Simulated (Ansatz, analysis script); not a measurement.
# Fixed-spin-moment curve of a free-standing square Ir monolayer, spacing 2.904 Å, part 2 of 2

Is a free-standing square Ir monolayer, spacing 2.904 Å magnetic, nearly magnetic or plainly paramagnetic? E(M) and M(B) tell.

Ansatz 0.2.0; PBE, PAW set soft_1.

So far. Step 8 (Total moment fixed at 1.444 μB): The energy is -86.9 meV from the state without spin, and the largest site carries 1.31 μB.

## Step 9: Total moment fixed at 2.269 μB

Level of this step: Ansatz DFT, collinear, total moment fixed by two Fermi levels; PBE, PAW set soft_1; PAW set soft_1 (Ansatz).

Input file input.yaml:

```yaml
crystal:
  lattice:
    - [2.904, 0.0, 0.0]
    - [0.0, 2.904, 0.0]
    - [0.0, 0.0, 14.0]
  atoms:
    - { symbol: Ir, position: [0.0, 0.0, 0.5], spin: 2.269 }
magnetization:
  spin_polarized: true
  initial_magnetization: 2.269
  spin_locking: { lock_magnetization: hard }
kpoints:
  mp_grid: { grid: [19, 19, 1] }
hamiltonian:
  xc: pbe
  pseudopotentials: { kind: paw, azcp: { folder: soft_1 } }
scf:
  occupations: { method: fermi_dirac, width: 0.1 }
  max_iter: 120
  convergence: { dr2_threshold: 1.0e-08 }
  lower_state_search: "off"
basis:
  ecutwfc: 420.0
```

On the command line:

```
ansatz run input.yaml --threads 1 --pin off --max-ram 2560MiB --backend cpu --events-out ev --progress --plain --runs-dir out
```

Numbers of over 12 decimals in the logs are rounded to 6 here.

What it wrote:

```text
[...]
Crystal: 1 atoms, lattice volume = 118.065 Å³
Basis set: ecut = 420 eV, 2291 PW (Γ)
Bands: 14, of which v1, the nominal top of the filled ones, is band 9 counted from 1 (8 counted from 0)
Symmetry: 16 space group operations
[...]
k-points: 55 of 361
[...]
Starting moments: Σ|m| = 2.269 μB on 1 of 1 site
[...]
SCF iter   8: F=-11933.166905 eV  HF=-11933.166905 eV  |F-HF|=2.86e-10  |Δ(HF+E_count)|=   2.67e-8  Δρ=1.74e-6 (↑3.57e-7 ↓1.74e-6)  dr2=2.09e-9  dr2_m=7.88e-10  M=2.269 μB ∫|m|=2.271 μB  ethr=3.14e-11  ⟨swp⟩=1.0  Hψ=4452  notcnv=0
SCF 1 converged in 8 iterations: F = -11933.166905 eV  dr2 = 2.09e-9
[...]
SCF converged after 8 iterations
[...]
Magnetization: 2.2690 μB (9.6345 up, 7.3655 down)
Absolute magnetization: 2.2709 μB (∫|ρ↑−ρ↓|, with the PAW one-centre terms)
[...]
Per-site moments (μB) at R_I (Å): [(1.989845, 1.1979)]
Free energy (F): -11933.166905 eV
[...]
Internal energy: -11933.101160 eV  (E = F + TS)
E sigma→0 (E₀):  -11933.134032 eV
Entropy (-TS):   -0.065745 eV (-65.745 meV/atom)
Fermi energy:    -1.455511 (↑ -0.904814, ↓ -2.006208) eV
[...]
```

The job ended after 5.9 s (1 thread of Arm Neoverse V2, shared host; peak memory 0.39 GiB).

The energy is 26.0 meV from the state without spin, and the largest site carries 1.99 μB.

7 more runs differ from these in the same keys alone and are tabled below.

## Step 10: No field, tight threshold

A field gives a second route to the same curve. A thousand tesla shift each spin by 58 meV, and the threshold is tightened so that small induced moments are resolved.

input.yaml, the sections that differ from step 9:

```yaml
crystal:
  lattice:
    - [2.904, 0.0, 0.0]
    - [0.0, 2.904, 0.0]
    - [0.0, 0.0, 14.0]
  atoms:
    - { symbol: Ir, position: [0.0, 0.0, 0.5], spin: 1.58 }
magnetization:
  spin_polarized: true
scf:
  occupations: { method: fermi_dirac, width: 0.1 }
  max_iter: 120
  convergence: { dr2_threshold: 1.0e-10 }
  lower_state_search: "off"
# kpoints, hamiltonian, basis: as in step 9
```

What it wrote:

```text
[...]
Crystal: 1 atoms, lattice volume = 118.065 Å³
Basis set: ecut = 420 eV, 2291 PW (Γ)
Bands: 14, of which v1, the nominal top of the filled ones, is band 9 counted from 1 (8 counted from 0)
Symmetry: 16 space group operations
[...]
k-points: 55 of 361
[...]
Starting moments: Σ|m| = 1.58 μB on 1 of 1 site
[...]
SCF iter  16: F=-11933.294977 eV  HF=-11933.294977 eV  |F-HF|=1.82e-12  |Δ(HF+E_count)|=  3.73e-10  Δρ=5.25e-8 (↑3.83e-8 ↓5.25e-8)  dr2=9.16e-12  dr2_m=3.22e-13  M=1.745 μB ∫|m|=1.760 μB  ethr=1.00e-12  ⟨swp⟩=3.0  Hψ=3590  notcnv=0
SCF 1 converged in 16 iterations: F = -11933.294977 eV  dr2 = 9.16e-12
[...]
SCF converged after 16 iterations
Magnetization: 1.7451 μB (9.3726 up, 7.6274 down)
Absolute magnetization: 1.7599 μB (∫|ρ↑−ρ↓|, with the PAW one-centre terms)
[...]
Per-site moments (μB) at R_I (Å): [(1.576185, 1.1979)]
Free energy (F): -11933.294977 eV
[...]
Internal energy: -11933.213785 eV  (E = F + TS)
E sigma→0 (E₀):  -11933.254381 eV
Entropy (-TS):   -0.081193 eV (-81.193 meV/atom)
Fermi energy:    -1.990953 eV
[...]
```

It took 8.9 s on 1 thread; peak memory 0.39 GiB.

The net moment is 1.75 μB a cell.

## Step 11: Field of 1500 T

input.yaml: that of step 10 with these lines changed.

```diff
@@ -9,2 +9,3 @@
   spin_polarized: true
+  magnetic_field: 1500.0
 kpoints:
```

What it wrote:

```text
[...]
Crystal: 1 atoms, lattice volume = 118.065 Å³
Basis set: ecut = 420 eV, 2291 PW (Γ)
Bands: 14, of which v1, the nominal top of the filled ones, is band 9 counted from 1 (8 counted from 0)
Symmetry: 16 space group operations
[...]
k-points: 55 of 361
[...]
Starting moments: Σ|m| = 1.58 μB on 1 of 1 site
[...]
SCF converged after 14 iterations
Magnetization: 1.8674 μB (9.4337 up, 7.5663 down)
Absolute magnetization: 1.8806 μB (∫|ρ↑−ρ↓|, with the PAW one-centre terms)
[...]
Per-site moments (μB) at R_I (Å): [(1.682100, 1.1979)]
Free energy (F): -11933.452292 eV
[...]
Internal energy: -11933.377532 eV  (E = F + TS)
E sigma→0 (E₀):  -11933.414912 eV
Entropy (-TS):   -0.074760 eV (-74.760 meV/atom)
Fermi energy:    -1.897970 eV
[...]
```

Run time: 7.6 s. Hardware: 1 thread; peak memory 0.38 GiB.

The net moment is 1.87 μB a cell.

The other 2 runs of this kind were made alike; their results stand in the table below.

## Step 12: The curves

Table of energy less the state without spin by total moment:

```csv
total moment (μB/cell),energy less the state without spin (meV/cell)
0.000,0
0.206,-2.94
0.412,-10.4
0.619,-21.3
0.825,-35.0
1.031,-51.3
1.237,-69.2
1.444,-86.9
1.650,-100.0
1.856,-98.1
2.062,-61.5
2.269,26.0
```

The field that holds a moment is half the difference of the two Fermi levels over μB.

Table of field that holds the moment by total moment:

```csv
total moment (μB/cell),field that holds the moment (T)
0.206,-463
0.412,-774
0.619,-1033
0.825,-1266
1.031,-1450
1.237,-1529
1.444,-1377
1.650,-682
1.856,1328
2.062,5133
2.269,9514
```

Total moment against field:

```csv
field (T),total moment (μB/cell)
0,1.75
300,1.78
600,1.80
1500,1.87
```

Three Landau terms miss the curve as a whole or at its small-moment end, and no Stoner analysis is made here.

## Step 13: What came out

* state of the free run: ferromagnetic
* net moment of the free run: 1.75 μB
* energy of the free run from the state without spin: -102 meV a cell
* lowest of the fixed moments tried: M = 1.65 μB, -100.0 meV
* dM/dB between 0 and 300 T: 0.103 μB a cell per 1000 T

**Reading.** At this level the system is magnetic: the free run keeps 1.58 μB on the largest site. No other order was typed. The free run, at 1.75 μB, lies 102 meV under the state without spin and so below every fixed moment tried: the minimum falls between two of them. Among the fixed moments, E(M) falls 100.0 meV below the state without spin and is lowest near 1.65 μB on this grid. The field acts on spins alone. The 15 fixed-moment and field runs took 1.8 min of wall time, added up. Energies are free energies at a smearing of 0.1 eV, and with partly filled levels differences shift, at times strongly, as the smearing goes to zero. The cell was taken as built, with atoms unrelaxed. In doubt: the program's search for lower states was switched off, so a lower magnetic state than those reached may exist.

[Logs and program files are shortened in this print: banners, set-up blocks, solver, clock and traceback lines can be left out without a mark of their own.]

[Logs are printed without paths, hosts, clocks, repeated set-up lines and the standing remarks that a program may print on its own settings, such as how far it seeks lower states.]

[Hosts, paths, dates, database ids (printed as entryN), source tags and the programs' standing remarks are cut or masked in the printed files.]
